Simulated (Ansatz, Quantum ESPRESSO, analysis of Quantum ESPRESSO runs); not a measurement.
## U centre (hydride ion on a halide site) in LiF: local vibrational mode, PBE (Quantum ESPRESSO)

Subject: U centre (hydride ion on a halide site) in LiF. Wanted: its local vibrational mode, in one set-up (PBE, GBRV 1.5 PBE, 32-site cell, PBE lattice, k: 2x2x2 shifted, with the key NELECT, start relaxed with Ansatz). The model is a cell of 32 host atoms with 1 F taken out and 1 H put in. The frequencies come from force constants among the defect atom and its neighbours, with the masses of the isotopes named.

**The experiment.** Threefold local mode of H-: 1024 cm⁻¹, by infrared absorption (4.2-77 K) (quoted in “Electronic Absorption and Internal and External Vibrational Data of Atomic and Molecular Ions Doped in Alkali Halide Crystals (NSRDS-NBS 52)”, 1974, S. C. Jain, A. V. R. Warrier, S. K. Agarwal, quoting earlier work (1969)). Threefold local mode of D-: 746 cm⁻¹, by infrared absorption (4.2-77 K) (quoted in “Electronic Absorption and Internal and External Vibrational Data of Atomic and Molecular Ions Doped in Alkali Halide Crystals (NSRDS-NBS 52)”, 1974, S. C. Jain, A. V. R. Warrier, S. K. Agarwal, quoting earlier work (1969)). The runs below try to reproduce this.

Main program and level: Quantum ESPRESSO 7.5; Quantum ESPRESSO plane-wave DFT, PBE, GBRV 1.5 PBE potentials; relaxation of all atoms of a defect supercell.

## 1. Starting point

The cell holds 32 atoms: 16 Li, 15 F and 1 H. Its edges and angles: a = 7.041 Å, b = 7.041 Å, c = 7.041 Å, α = 109.5°, β = 109.5°, γ = 109.5°. It derives from LiF (space group Fm-3m). Nearest the centre at fractional (0.500, 0.500, 0.500): H27 at 0.00 Å, Li6 at 2.04 Å, Li12 at 2.04 Å, Li15 at 2.04 Å, Li10 at 2.04 Å, Li7 at 2.04 Å, Li16 at 2.04 Å, F18 at 2.87 Å.

The host's primitive cell comes from a first run (Quantum ESPRESSO plane-wave DFT, PBE, GBRV 1.5 PBE potentials; relaxation of cell and atoms of a defect-free cell): vectors of 2.875, 2.875 and 2.875 Å. That is 8.40 Å³ an atom, 2.8 % over the diffraction cell's volume. The supercell is built on it.

This program's steps are dear, so the start below was first relaxed with Ansatz (plane-wave PAW DFT, PBE; 2.3 s).

## 2. Relaxation, charge 0

Every later number rests on the structure around the defect, so the atoms are relaxed at the host's lattice first.

Contents of pw.in:

```
&CONTROL
  calculation = 'relax'
  prefix = 'pwscf'
  outdir = './tmp'
  pseudo_dir = './pseudo'
  tprnfor = .true.
  disk_io = 'low'
  nstep = 70
  forc_conv_thr = 0.00039
  etot_conv_thr = 0.0001
/
&SYSTEM
  ibrav = 0
  nat = 32
  ntyp = 3
  ecutwfc = 45
  ecutrho = 360
  nbnd = 81
  occupations = 'smearing'
  smearing = 'fd'
  degauss = 0.00073499
  NELECT = 1
/
&ELECTRONS
  conv_thr = 3d-08
  electron_maxstep = 100
  mixing_beta = 0.5
/
&IONS
  ion_dynamics = 'bfgs'
/
ATOMIC_SPECIES
Li     6.9400 li_pbe_v1.4.uspp.F.UPF
F     18.9984 f_pbe_v1.4.uspp.F.UPF
H      1.0080 h_pbe_v1.4.uspp.F.UPF
CELL_PARAMETERS angstrom
  -4.0652575460    4.0652575460    4.0652575460
   4.0652575460   -4.0652575460    4.0652575460
   4.0652575460    4.0652575460   -4.0652575460
ATOMIC_POSITIONS crystal
Li     0.0000000000    0.0000000000    0.0000000000
Li     0.0000000000    0.2500000000    0.7500000000
Li     0.0000000000    0.5000000000    0.5000000000
Li     0.0000000000    0.7500000000    0.2500000000
Li     0.2500000000    0.0000000000    0.7500000000
Li     0.2496776937    0.2496776937    0.5000000000
Li     0.2496776937    0.5000000000    0.2496776937
Li     0.2500000000    0.7500000000    0.0000000000
Li     0.5000000000    0.0000000000    0.5000000000
Li     0.5000000000    0.2496776937    0.2496776937
Li     0.5000000000    0.5000000000    0.0000000000
Li     0.5000000000    0.7503223063    0.7503223063
Li     0.7500000000    0.0000000000    0.2500000000
Li     0.7500000000    0.2500000000    0.0000000000
Li     0.7503223063    0.5000000000    0.7503223063
Li     0.7503223063    0.7503223063    0.5000000000
F      0.0000000000    0.0000000000    0.5000000000
F      0.0000973650    0.2500486825    0.2500486825
F      0.0000000000    0.5000000000    0.0000000000
F     -0.0000973650    0.7499513175    0.7499513175
F      0.2500486825    0.0000973650    0.2500486825
F      0.2500486825    0.2500486825    0.0000973650
F      0.2500486825    0.5000000000    0.7499513175
F      0.2500486825    0.7499513175    0.5000000000
F      0.5000000000    0.0000000000    0.0000000000
F      0.5000000000    0.2500486825    0.7499513175
H      0.5000000000    0.5000000000    0.5000000000
F      0.5000000000    0.7499513175    0.2500486825
F      0.7499513175   -0.0000973650    0.7499513175
F      0.7499513175    0.2500486825    0.5000000000
F      0.7499513175    0.5000000000    0.2500486825
F      0.7499513175    0.7499513175   -0.0000973650
K_POINTS automatic
2 2 2 1 1 1
```

Command:

```console
OMP_NUM_THREADS=1 mpirun -n 4 pw.x -nk 2 -in pw.in > pw.out
```

Log:

```text
This program is part of the open-source Quantum ESPRESSO suite
     for quantum simulation of materials; please cite
         "P. Giannozzi et al., J. Phys.:Condens. Matter 21 395502 (2009);
         "P. Giannozzi et al., J. Phys.:Condens. Matter 29 465901 (2017);
         "P. Giannozzi et al., J. Chem. Phys. 152 154105 (2020);
          URL
     in publications or presentations arising from this work. More details at

 %%%%%%%%%%%%%%%%%%%%%%%%%%%%%%%%%%%%%%%%%%%%%%%%%%%%%%%%%%%%%%%%%%%%%%%%%%%%%%
     Error in routine  read_namelists (1):
      bad line in namelist &system: "  NELECT = 1" (error could be in the previous line)
 %%%%%%%%%%%%%%%%%%%%%%%%%%%%%%%%%%%%%%%%%%%%%%%%%%%%%%%%%%%%%%%%%%%%%%%%%%%%%%

     stopping ...
```

It took 0.51 s on 4 MPI ranks of Arm Neoverse V1, shared host; peak memory 0.07 GiB.

The program refused the input before any cycle.

The program's message: “Error in routine  read_namelists (1): bad line in namelist &system: "  NELECT = 1" (error could be in the previous line)”

## 3. Outcome

The local vibrational mode was not obtained, because the step “relaxation, charge 0” was refused by the program; the cause lies in the set-up: NELECT is no key of this program. The line has to go: the charge that this chain asks for is set without it.

[Logs are printed without paths, hosts, clocks, repeated set-up lines and the standing remarks that a program may print on its own settings, such as how far it seeks lower states.]

[Hosts, paths, dates, database ids (printed as entryN), source tags and the programs' standing remarks are cut or masked in the printed files.]

[For some hosts the program warned that the k-mesh of the response run may be too coarse for force constants and the static dielectric constant; such warnings are not shown here.]
